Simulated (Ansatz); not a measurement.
**CuPd (Skaergaardite, Pm-3m): phonons and vibrational spectra**

Aim: the vibrations of CuPd (Skaergaardite, Pm-3m), their spectra, and whether the structure is stable.

Calculated with Ansatz 0.2.0; DFT PBEsol, scalar-relativistic, plane waves, PAW.

The database entry behind the starting cell differs from later determinations by our own check (about 0.35 % long), so it need not match the best structure at ambient conditions.

### 1. Starting point

It takes space group Pm-3m (No. 221, cubic). Conventional cell: a = 2.988 Å, b = 2.988 Å, c = 2.988 Å, α = 90.00°, β = 90.00°, γ = 90.00°. Nearest to Cu lie 8 Pd at 2.59 Å. Pd has 8 Cu at 2.59 Å nearest. Farther neighbours are not listed.

As a file:

```cif
data_structure
_symmetry_space_group_name_H-M 'Pm-3m'
_symmetry_Int_Tables_number 221
_cell_length_a 2.9880
_cell_length_b 2.9880
_cell_length_c 2.9880
_cell_angle_alpha 90.000
_cell_angle_beta 90.000
_cell_angle_gamma 90.000
_cell_volume 26.68
loop_
_atom_site_label
_atom_site_type_symbol
_atom_site_symmetry_multiplicity
_atom_site_Wyckoff_symbol
_atom_site_fract_x
_atom_site_fract_y
_atom_site_fract_z
_atom_site_occupancy
Cu1 Cu 1 a 0.00000 0.00000 0.00000 1
Pd1 Pd 1 b 0.50000 0.50000 0.50000 1
```

### 2. Bringing the structure to rest

Harmonic phonons are second derivatives at a point where the forces vanish, and they are wanted at zero stress, so atoms and cell are relaxed first.

input.yaml

```yaml
crystal:
  lattice:
    - [2.988, 0.0, 0.0]
    - [0.0, 2.988, 0.0]
    - [0.0, 0.0, 2.988]
  atoms:
    - { symbol: Cu, position: [0.0, 0.0, 0.0] }
    - { symbol: Pd, position: [0.5, 0.5, 0.5] }
kpoints:
  mp_grid: { grid: [14, 14, 14] }
hamiltonian:
  xc: pbesol
scf:
  occupations: { method: gaussian, width: 0.1 }
output:
  forces: true
  stress: true
  eigenvalues: true
  write_density: true
  write_potential: true
  elf: true
  volumetric_format: npy
relax:
  adjacent_minimum: "off"
  f_tol: 0.005
  max_steps: 80
  cell: { stress_tol: 0.05 }
```

On the command line:

```console
$ ansatz run input.yaml --threads 4 --pin off --max-ram 7168MiB --backend cpu --events-out ev --progress --plain --runs-dir out
```

Numbers of over 12 decimals in the logs are rounded to 6 here.

Log:

```text
Engine: ansatz 0.2.0, aarch64-unknown-linux-gnu
Pseudopotentials: kind: paw
Pseudopotential: Cu, paw, valence charge 19, recommended cutoff 420 eV (normal), Cu.paw.azcp
Pseudopotential: Pd, paw, valence charge 18, recommended cutoff 420 eV (normal), Pd.paw.azcp
Functional definition: PBEsol
  exchange = pbesol_x
  correlation = pbesol_c
Crystal: 2 atoms, lattice volume = 26.677 Å³
Basis set: ecut = 420 eV, 485 PW (Γ), exchange–correlation on 40×40×40 points (8 copies of the dense FFT grid, shifted against one another)
Bands: 23, of which v1, the nominal top of the filled ones, is band 19 counted from 1 (18 counted from 0)
Symmetry: 48 space group operations
Space group: Pm-3m (ITA 221), of the structure as read, at distance tolerance 3.0e-5 Å
k-points: 120 of 2744
Non-local potential: Cu, projectors of the file, l = 0: 3, l = 1: 2, l = 2: 3, l = 3: 1
Non-local potential: Pd, projectors of the file, l = 0: 2, l = 1: 2, l = 2: 2, l = 3: 1
PAW form: soft (Blöchl's): semilocal exchange-correlation on the pseudo side does not see the compensation charge
PAW frozen core: Cu, regenerated for the run's functional, and the local potential with it (the file was generated under x = pbe(κ = 0.804, μ = 0.219515), c = pbe(β = 0.066725))
PAW frozen core: Pd, regenerated for the run's functional, and the local potential with it (the file was generated under x = pbe(κ = 0.804, μ = 0.219515), c = pbe(β = 0.066725))
PAW one-centre angular grid: Cu, 590 points (default); XC on 64 Gauss nodes
PAW one-centre angular grid: Pd, 590 points (default); XC on 64 Gauss nodes
Initial density: superposition of atomic densities (neutral atoms: chi_scale 0, normalization atom), corrected by the library's trained network
Initial wavefunctions: pseudopotential atomic-orbital guess
Functional: x = pbesol(κ = 0.804, μ = 0.123457), c = pbesol(β = 0.046)
SCF iter   1: F=—  HF=-13495.638951 eV  |F-HF|=—  |Δ(HF+E_count)|=         —  Δρ=1.53e-2  dr2=3.65e-2  ethr=1.77e-3  ⟨swp⟩=5.5  Hψ=11439  notcnv=0
preconditioner: auto → none  [metal: Δε(μ)=0.014 eV  Ē_g=10.497 eV  σ=0.100 eV  W_gap=0.08  n_scr=6 (ndim 8)  ℏωp=32.9 eV  f_vac=0.000  D(μ)=1.64/eV (n_scr^D=18)  sad-step TF]
SCF iter   2: F=—  HF=-13495.632072 eV  |F-HF|=—  |Δ(HF+E_count)|=   6.88e-3  Δρ=4.73e-3  dr2=4.92e-3  ethr=9.88e-5  ⟨swp⟩=2.4  Hψ=5206  notcnv=0  defer=2
SCF iter   3: F=—  HF=-13495.631019 eV  |F-HF|=—  |Δ(HF+E_count)|=   1.05e-3  Δρ=1.00e-3  dr2=1.23e-4  ethr=1.33e-5  ⟨swp⟩=2.4  Hψ=4172  notcnv=0  defer=2
SCF iter   4: F=—  HF=-13495.630992 eV  |F-HF|=—  |Δ(HF+E_count)|=   2.68e-5  Δρ=2.00e-4  dr2=8.61e-6  ethr=3.33e-7  ⟨swp⟩=1.4  Hψ=3138  notcnv=0  defer=2
SCF iter   5: F=—  HF=-13495.630941 eV  |F-HF|=—  |Δ(HF+E_count)|=   5.10e-5  Δρ=2.58e-5  dr2=1.07e-7  ethr=2.33e-8  ⟨swp⟩=2.4  Hψ=3840  notcnv=0  defer=2
SCF iter   6: F=-13495.630941 eV  HF=-13495.630941 eV  |F-HF|=4.75e-10  |Δ(HF+E_count)|=   3.38e-8  Δρ=1.57e-6  dr2=4.68e-10  ethr=2.70e-10  ⟨swp⟩=8.5  Hψ=16316  notcnv=0
SCF 1 converged in 6 iterations: F = -13495.630941 eV  dr2 = 4.68e-10
  greatest PAW one-centre occupation: 1.000 electrons in one spin orbital (limit 2), on the Cu atom at site 0 (counted from 0), in its partial waves of l = 0
relax step   1: F+E_penalty+E_count = -13495.63094104 eV  Δ(F+E_penalty+E_count) = +0.000e0 eV  max|allowed force component| = 9.401e-30 eV/Å  Δτ_max = 0.0000 Å  P = -4.574 GPa  Ω = 26.677 Å³  (6 SCF iters, dr2 threshold 1.00e-7 eV, accepted)
Crystal: 2 atoms, lattice volume = 25.973 Å³
Initial density: handed on by an earlier stage of this run
Initial wavefunctions: those handed on with the density
iter 1 solved again at ethr=1.89e-5 eV; its pass at ethr=3.10e-3 eV (dr2=6.98e-3 eV) is discarded
SCF iter   1: F=—  HF=-13495.643316 eV  |F-HF|=—  |Δ(HF+E_count)|=         —  Δρ=5.39e-3  dr2=6.82e-3  ethr=1.89e-5  ⟨swp⟩=1.7  Hψ=13503  notcnv=0
preconditioner: auto → none  [metal: Δε(μ)=0.014 eV  Ē_g=10.770 eV  σ=0.100 eV  W_gap=0.08  n_scr=6 (ndim 8)  ℏωp=33.4 eV  f_vac=0.000  D(μ)=1.58/eV (n_scr^D=18)]
SCF iter   2: F=—  HF=-13495.641756 eV  |F-HF|=—  |Δ(HF+E_count)|=   1.56e-3  Δρ=1.23e-3  dr2=3.84e-4  ethr=1.84e-5  ⟨swp⟩=2.7  Hψ=4136  notcnv=0
SCF iter   3: F=—  HF=-13495.641644 eV  |F-HF|=—  |Δ(HF+E_count)|=   1.12e-4  Δρ=4.66e-4  dr2=4.44e-5  ethr=1.04e-6  ⟨swp⟩=1.6  Hψ=3397  notcnv=0
SCF iter   4: F=—  HF=-13495.641613 eV  |F-HF|=—  |Δ(HF+E_count)|=   3.10e-5  Δρ=8.60e-5  dr2=1.62e-6  ethr=1.20e-7  ⟨swp⟩=2.4  Hψ=4670  notcnv=0
iter 5 did not close the SCF: its close was put off for the readings that it lacked (scf_convergence_deferred on its scf_iter line)
SCF iter   5: F=-13495.641613 eV  HF=-13495.641613 eV  |F-HF|=1.66e-9  |Δ(HF+E_count)|=   8.98e-8  Δρ=1.57e-5  dr2=2.29e-8  ethr=4.39e-9  ⟨swp⟩=1.3  Hψ=2917  notcnv=0
SCF iter   6: F=-13495.641613 eV  HF=-13495.641613 eV  |F-HF|=4.91e-11  |Δ(HF+E_count)|=   5.23e-9  Δρ=1.30e-6  dr2=1.81e-10  ethr=6.19e-11  ⟨swp⟩=5.0  Hψ=15336  notcnv=0
SCF 2 converged in 6 iterations: F = -13495.641613 eV  dr2 = 1.81e-10
relax step   2: F+E_penalty+E_count = -13495.64161315 eV  Δ(F+E_penalty+E_count) = -1.067e-2 eV  max|allowed force component| = 1.735e-29 eV/Å  Δτ_max = 0.0000 Å  P = +0.007 GPa  Ω = 25.973 Å³  energy of the carried Pulay correction = +3.490e-4 eV  (6 SCF iters, dr2 threshold 2.00e-7 eV, accepted)
Initial wavefunctions: pseudopotential atomic-orbital guess (no wavefunctions were taken with the density)
iter 1 solved again at ethr=1.32e-8 eV; its pass at ethr=3.10e-3 eV (dr2=4.87e-6 eV) is discarded
SCF iter   1: F=—  HF=-13495.641236 eV  |F-HF|=—  |Δ(HF+E_count)|=         —  Δρ=6.63e-5  dr2=1.68e-7  ethr=1.32e-8  ⟨swp⟩=3.3  Hψ=18781  notcnv=0
preconditioner: auto → none  [metal: Δε(μ)=0.014 eV  Ē_g=10.792 eV  σ=0.100 eV  W_gap=0.08  n_scr=6 (ndim 8)  ℏωp=33.4 eV  f_vac=0.000  D(μ)=1.53/eV (n_scr^D=18)]
SCF iter   2: F=—  HF=-13495.641209 eV  |F-HF|=—  |Δ(HF+E_count)|=   2.71e-5  Δρ=3.50e-5  dr2=1.03e-7  ethr=4.55e-10  ⟨swp⟩=2.0  Hψ=4773  notcnv=0
SCF iter   3: F=—  HF=-13495.641209 eV  |F-HF|=—  |Δ(HF+E_count)|=   2.20e-8  Δρ=1.03e-5  dr2=7.00e-9  ethr=2.77e-10  ⟨swp⟩=2.1  Hψ=3775  notcnv=0
SCF iter   4: F=—  HF=-13495.641209 eV  |F-HF|=—  |Δ(HF+E_count)|=  6.00e-11  Δρ=1.37e-6  dr2=2.06e-10  ethr=1.89e-11  ⟨swp⟩=2.0  Hψ=4724  notcnv=0
iter 5 did not close the SCF: its close was put off for the readings that it lacked (scf_convergence_deferred on its scf_iter line)
SCF iter   5: F=-13495.641209 eV  HF=-13495.641209 eV  |F-HF|=0.00e0  |Δ(HF+E_count)|=  3.27e-11  Δρ=3.31e-7  dr2=8.61e-12  ethr=1.00e-12  ⟨swp⟩=2.1  Hψ=3773  notcnv=0
SCF iter   6: F=-13495.641209 eV  HF=-13495.641209 eV  |F-HF|=3.64e-12  |Δ(HF+E_count)|=  7.28e-12  Δρ=5.65e-8  dr2=4.71e-13  ethr=1.00e-12  ⟨swp⟩=3.9  Hψ=11111  notcnv=0
SCF 3 converged in 6 iterations: F = -13495.641209 eV  dr2 = 4.71e-13
relax step   3: F+E_penalty+E_count = -13495.64120922 eV  Δ(F+E_penalty+E_count) = +4.039e-4 eV  max|allowed force component| = 9.466e-30 eV/Å  Δτ_max = 0.0000 Å  P = +0.028 GPa  Ω = 25.973 Å³  stress off target by 2.76e-2 GPa  SCF on the basis re-selected at this cell (its energy is not comparable with the rows above)  (6 SCF iters)
basis re-selected at this cell: Δ(F+E_penalty+E_count) = +4.039e-4 eV, ΔP = +0.021 GPa vs the last step (what re-selecting the basis moved, of the pressure what is left beyond the Pulay correction that the steps carried, after the strain that the cell walked since its last selection, with what the two solves' SCF thresholds leave and, on support functions, any second-order correction that the steps lacked; it is no m [...]
SCF converged after 6 iterations
Free energy (F): -13495.641209 eV
Harris-Foulkes:  -13495.641209 eV  (|F-HF|=3.64e-12)
Internal energy: -13495.633581 eV  (E = F + TS)
E sigma→0 (E₀):  -13495.637395 eV
Entropy (-TS):   -0.007628 eV (-3.814 meV/atom)
Fermi energy:    18.428312 eV
--- Per-component energies (eV) ---
  E_band       = -469.555954
  E_kinetic    = 815.042305
  E_local      = -5802.167682  (includes V_loc(G=0)·N_el)
  E_nonlocal   = 612.433639
  E_hartree    = 2506.722648
  E_xc         = -257.044643
  E_vxc        = -327.016473  (∫ρ·V_xc dr)
  E_paw        = -5312.486950  (= ΣΔE_a)
  E_vpaw       = -781.293655  (= ΣTr[D̂ρ^β])
  E_aug_tail   = 0.000568  (compensation charges beyond the density's cutoff)
  E_ewald      = -6058.642193
  E_core_change = 0.508726  (= ΣΔE_core)
  E_smearing   = -0.007628  (= −TS)
  E_closure    = 0.000000  (closes the sum)
  Σ components = -13495.641209   (vs F -13495.641209, Δ=0.00e0)
--- Forces (eV/Å), atoms counted from 1 ---
  atom   1  Cu     0.00000000    -0.00000000     0.00000000
  atom   2  Pd    -0.00000000    -0.00000000    -0.00000000
  max |Σ_I F_I| component: 1.68e-29 eV/Å
--- Stress (GPa, compression-positive) ---
        0.027589      -0.000000      -0.000000
       -0.000000       0.027589      -0.000000
       -0.000000      -0.000000       0.027589
  P = ⅓ Tr σ = 0.0276 GPa (0.276 kbar)
--- Band table (eV; the first three rows and the last of 120) ---
  k-point 0: bands = [... 15 lower, 17.3163, 18.3287, 18.3287, 18.3287, 27.4298, 27.4298, 27.4298, 34.6666]
  k-point 1: bands = [... 15 lower, 17.3333, 18.2313, 18.2313, 18.2990, 26.8128, 27.6396, 27.6396, 34.5851]
  k-point 2: bands = [... 15 lower, 17.3824, 17.9702, 17.9702, 18.2119, 25.4214, 28.2364, 28.2364, 34.3582]
  k-point 119: bands = [... 15 lower, 17.1925, 18.2555, 18.2555, 24.8999, 26.4628, 26.4628, 26.4628, 27.9094]
--- Relaxed structure (2 steps of the walk, 2 accepted, 1 SCFs on fresh bases) ---
  F+E_penalty+E_count = -13495.64120922 eV   max|allowed force component| = 9.466e-30 eV/Å   (the final SCF, on the basis selected at the relaxed cell)
  cell:  # Å, volume = 25.9730 Å³
    - [2.961469, 0, 0]
    - [0, 2.961469, 0.0]
    - [0, 0.0, 2.961469]
  atoms:
    - { symbol: Cu, position: [0, 0, 0] }
    - { symbol: Pd, position: [0.500000, 0.500000, 0.500000] }
```

Wall time 3.5 s (4 threads of Arm Neoverse V1, shared host); peak memory 0.39 GiB; 12 s of CPU time.

Relaxation path:

```csv
step,energy less that of the first step (eV),largest force component (eV/Å),pressure (GPa),volume (Å³)
1,0.0000,0.0000,-4.57,26.68
2,-0.0107,0.0000,0.01,25.97
3*,-0.0103,0.0000,0.03,25.97
```

Relaxation steps marked * repeat the geometry before them on a plane-wave basis chosen anew for their cell, so energy and pressure can jump there.

Forces are held to the 48 operations that the run works with; a distortion that breaks them can't arise in this run.

```csv
"conventional cell, symmetrised",before,after,change
a (Å),2.988,2.961,-0.9 %
b (Å),2.988,2.961,-0.9 %
c (Å),2.988,2.961,-0.9 %
volume (Å³/atom),13.34,12.99,-2.6 %
```

Final coordinates:

```xyz
2
Lattice="2.9615 0.0000 0.0000 0.0000 2.9615 0.0000 0.0000 0.0000 2.9615" Properties=species:S:1:pos:R:3 pbc="T T T"
Cu    0.0000    0.0000    0.0000
Pd    1.4807    1.4807    1.4807
```

Numbers from this step:

- pressure: 0.02759 GPa
- volume per atom: 12.99 Å³
- gap on the k-mesh: 0 eV

Electrostatic potential energy in the ac plane at fractional y = 0.000, with atoms of Cu within 0.2 Å of it. With pseudopotentials it is smooth inside the atoms' cores, unlike the true potential.

Ten even steps from '0' (-36 eV) to '9' (21 eV):
```
000268999986200
001479999997410
224689999998642
667899999999876
889999999999998
999999999999999
999999999999999
999999999999999
999999999999999
889999999999998
667899999999876
224689999998642
001479999997410
000268999986200
000268999986200
```
Columns run along a (3.0 Å; values clipped at the 3rd and 97th percentile), rows up along c (3.0 Å). Atoms in or near the plane, at fractional coordinates: Cu at (0.00, 0.00).

ELF in the ac plane at fractional y = 0.000, with atoms of Cu within 0.2 Å of it. It is the smooth field of the valence electrons, not physical close to the nuclei.

Values, 15 rows by 15 columns:
```
0.86 0.74 0.45 0.25 0.19 0.15 0.17 0.20 0.20 0.17 0.15 0.19 0.25 0.45 0.74
0.54 0.45 0.29 0.20 0.17 0.16 0.19 0.22 0.22 0.19 0.16 0.17 0.20 0.29 0.45
0.27 0.25 0.20 0.17 0.16 0.18 0.21 0.22 0.22 0.21 0.18 0.16 0.17 0.20 0.25
0.19 0.19 0.17 0.16 0.17 0.21 0.22 0.22 0.22 0.22 0.21 0.17 0.16 0.17 0.19
0.15 0.15 0.16 0.18 0.21 0.22 0.22 0.22 0.22 0.22 0.22 0.21 0.18 0.16 0.15
0.17 0.17 0.19 0.21 0.22 0.22 0.21 0.21 0.21 0.21 0.22 0.22 0.21 0.19 0.17
0.20 0.20 0.22 0.22 0.22 0.22 0.21 0.20 0.20 0.21 0.22 0.22 0.22 0.22 0.20
0.20 0.20 0.22 0.22 0.22 0.22 0.21 0.20 0.20 0.21 0.22 0.22 0.22 0.22 0.20
0.17 0.17 0.19 0.21 0.22 0.22 0.21 0.21 0.21 0.21 0.22 0.22 0.21 0.19 0.17
0.15 0.15 0.16 0.18 0.21 0.22 0.22 0.22 0.22 0.22 0.22 0.21 0.18 0.16 0.15
0.19 0.19 0.17 0.16 0.17 0.21 0.22 0.22 0.22 0.22 0.21 0.17 0.16 0.17 0.19
0.27 0.25 0.20 0.17 0.16 0.18 0.21 0.22 0.22 0.21 0.18 0.16 0.17 0.20 0.25
0.54 0.45 0.29 0.20 0.17 0.16 0.19 0.22 0.22 0.19 0.16 0.17 0.20 0.29 0.45
0.86 0.74 0.45 0.25 0.19 0.15 0.17 0.20 0.20 0.17 0.15 0.19 0.25 0.45 0.74
0.93 0.86 0.54 0.27 0.19 0.15 0.17 0.20 0.20 0.17 0.15 0.19 0.27 0.54 0.86
```
Columns run along a (3.0 Å), rows up along c (3.0 Å). Atoms in or near the plane, at fractional coordinates: Cu at (0.00, 0.00).

Valence density in the ac plane at fractional y = 0.000, with atoms of Cu within 0.2 Å of it. It is the smooth field of the valence electrons, not physical close to the nuclei.

Ten steps, logarithmic in the rise over the least value, from '0' (0 e/Å³) to '9' (70 e/Å³):
```
986310000001368
664210000001246
432100000000123
111000000000011
000000000000000
000000000000000
000000000000000
000000000000000
000000000000000
000000000000000
111000000000011
432100000000123
664210000001246
986310000001368
996410000001469
```
Columns run along a (3.0 Å), rows up along c (3.0 Å). Atoms in or near the plane, at fractional coordinates: Cu at (0.00, 0.00).

In this step the volume went from 13.34 to 12.99 Å³/atom.

### 3. Tight relaxation

Phonons need a cell at rest on their own settings, so the relaxation is repeated with tight tolerances on forces and stress, using the mesh and the filling of the phonon run that follows.

input.yaml

```yaml
crystal:
  lattice:
    - [2.9614694376, 0.0, 0.0]
    - [0.0, 2.9614694376, 0.0]
    - [0.0, 0.0, 2.9614694376]
  atoms:
    - { symbol: Cu, position: [0.0, 0.0, 0.0] }
    - { symbol: Pd, position: [0.5, 0.5, 0.5] }
kpoints:
  mp_grid: { grid: [16, 16, 16] }
hamiltonian:
  xc: pbesol
scf:
  occupations: { method: methfessel_paxton, width: 0.2 }
output:
  forces: true
  stress: true
  eigenvalues: true
relax:
  adjacent_minimum: "off"
  f_tol: 0.001
  max_steps: 60
  cell: { stress_tol: 0.01 }
```

Log:

```text
[...]
Crystal: 2 atoms, lattice volume = 25.973 Å³
Basis set: ecut = 420 eV, 485 PW (Γ), exchange–correlation on 40×40×40 points (8 copies of the dense FFT grid, shifted against one another)
Bands: 23, of which v1, the nominal top of the filled ones, is band 19 counted from 1 (18 counted from 0)
Symmetry: 48 space group operations
[...]
k-points: 165 of 4096
[...]
k-point 164: bands = [... 15 lower, 17.1884, 18.2680, 18.2680, 24.9020, 26.4680, 26.4680, 26.4680, 27.9160]
--- Relaxed structure (2 steps of the walk, 2 accepted, 1 SCFs on fresh bases) ---
[...]
cell:  # Å, volume = 25.9684 Å³
    - [2.961294, 0, 0.0]
    - [0, 2.961294, 0]
    - [0, 0, 2.961294]
  atoms:
    - { symbol: Cu, position: [0, 0, 0.0] }
    - { symbol: Pd, position: [0.5, 0.5, 0.5] }
[key lines of the parts left out:]
SCF converged after 6 iterations
Free energy (F): -13495.635668 eV
Fermi energy:    18.417647 eV
P = ⅓ Tr σ = -0.0004 GPa (-0.004 kbar)
```

Run time: 4 s. Hardware: 4 threads; peak memory 0.4 GiB.

Little changed from the start: no atom moved by 0.005 Å and no cell edge by 0.1 %.

This step gave:

* pressure: -3.85e-4 GPa
* volume per atom: 12.98 Å³

The forces vanish by symmetry and the pressure is 0.000 GPa, within the tolerances set. The cell now holds 12.98 Å³/atom.

### 4. Zone-centre response

The zone centre comes first: it holds the modes that light can see, as far as symmetry allows. No field response is asked, since the mesh shows no gap.

input.yaml, the sections that differ from step 3:

```yaml
crystal:
  lattice:
    - [2.9612935325, 0.0, 0.0]
    - [0.0, 2.9612935325, 0.0]
    - [0.0, 0.0, 2.9612935325]
  atoms:
    - { symbol: Cu, position: [0.0, 0.0, 0.0] }
    - { symbol: Pd, position: [0.5, 0.5, 0.5] }
output:
  eigenvalues: true
phonons:
  method: dfpt
# kpoints, hamiltonian, scf: as in step 3
# relax: removed
```

Log:

```text
[...]
Crystal: 2 atoms, lattice volume = 25.968 Å³
Basis set: ecut = 420 eV, 485 PW (Γ), exchange–correlation on 40×40×40 points (8 copies of the dense FFT grid, shifted against one another)
Bands: 23, of which v1, the nominal top of the filled ones, is band 19 counted from 1 (18 counted from 0)
Symmetry: 48 space group operations
k-points: 405 of 4096 (irreducible under 8 space group operations, time reversal used)
[...]
SCF iter   1: F=—  HF=-13495.643376 eV  |F-HF|=—  |Δ(HF+E_count)|=         —  Δρ=1.56e-2  dr2=3.63e-2  ethr=1.77e-3  ⟨swp⟩=5.0  Hψ=37675  notcnv=0
[...]
SCF iter   7: F=-13495.635668 eV  HF=-13495.635668 eV  |F-HF|=5.46e-12  |Δ(HF+E_count)|=  4.00e-11  S|Δr|=    0.00e0  Δρ=9.15e-8  dr2=3.85e-13  ethr=1.00e-12  ⟨swp⟩=6.4  Hψ=43933  notcnv=0
SCF 1 converged in 7 iterations: F = -13495.635668 eV  dr2 = 3.85e-13
[...]
DFPT response loops at Γ: preconditioner auto → Kerker (q_TF=auto, 2.894 Å⁻¹) (partly filled bands, converged f_vac=0.000); β = 1.00, the filter's whole step (`scf.mixing.beta` (0.50) is not read by the response loops under this deck's `scf.mixing.preconditioner`; to damp them name `kerker` or `kerker_dos`, under which they read `scf.mixing.beta`, and type it under 1.00, their step now; both keys bind the ground state too); Broyden in place of MSR1
SCF converged after 7 iterations
[...]
Free energy (F): -13495.635668 eV
[...]
Internal energy: -13495.642187 eV  (E = F + TS)
E sigma→0 (E₀):  -13495.637297 eV
Entropy (-TS):   0.006519 eV (3.260 meV/atom)
Fermi energy:    18.417646 eV
[...]
--- Band table (eV; the first three rows and the last of 405) ---
  k-point 0: bands = [... 15 lower, 17.3177, 18.3336, 18.3336, 18.3336, 27.4343, 27.4343, 27.4343, 34.6728]
  k-point 1: bands = [... 15 lower, 17.3307, 18.2585, 18.2585, 18.3109, 26.9521, 27.5956, 27.5956, 34.6101]
  k-point 2: bands = [... 15 lower, 17.3688, 18.0519, 18.0519, 18.2439, 25.8096, 28.0594, 28.0594, 34.4319]
  k-point 404: bands = [... 15 lower, 17.1884, 18.2680, 18.2680, 24.9020, 26.4680, 26.4680, 26.4680, 27.9160]
--- Phonons (Γ-DFPT): 2 representative perturbations + reference, on 405 of 4096 k-points (Σ response iterations 8) ---
  k mesh reduced under 8 symmetry operations, with k and −k counted as one. Each operation leaves every solved perturbation unchanged. A smaller set is not used because it would not reduce the number of displacements times k-points to solve
  ASR residual: 4.594e-5 → 0.000e0 eV/Å²; symmetrization residual: 7.962e-6 eV/Å²
  ASR residual per site (eV/Å²): 1.27e-5 4.59e-5
  Γ frequencies (cm⁻¹): 0.00 0.00 0.00 223.44 223.44 223.44
  non-analytic LO–TO correction: not included (Born effective charges unavailable; polar crystals: no LO–TO splitting at Γ)
```

The job ended after 18 s (4 threads; peak memory 0.94 GiB).

This step gave:

```
sum-rule residual before enforcement                    : 4.59e-5 eV/Å²
point group                                             : m-3m
highest optical mode at the zone centre (no LO-TO term) : 223.4 cm⁻¹
lowest optical zone-centre mode                         : 223.4 cm⁻¹
```

Patterns of degenerate modes are one choice out of their space. The modes at Γ (shares of kinetic energy by element, %):

```csv
mode,frequency (cm⁻¹),symmetry,Cu %,Pd %
1,0.0,acoustic,37,63
2,0.0,acoustic,37,63
3,0.0,acoustic,37,63
4,223.4,T1u,63,37
5,223.4,T1u,63,37
6,223.4,T1u,63,37
```

Displacements in mode 4 (223.4 cm⁻¹), the largest set to 1:
```
Cu1  0.00  0.00  1.00
Pd2  0.00  0.00 -0.60
```

Before it was imposed, the acoustic sum rule was missed by 4.6e-5 eV/Å². Small misses are needed for a sound result but don't prove that mesh and cutoff are converged. The lowest optical mode is real, 223 cm⁻¹.

[end of part 1 of 2]

[Logs are printed without paths, hosts, clocks, repeated set-up lines and the standing remarks that a program may print on its own settings, such as how far it seeks lower states.]

[Hosts, paths, dates, database ids (printed as entryN), source tags and the programs' standing remarks are cut or masked in the printed files.]
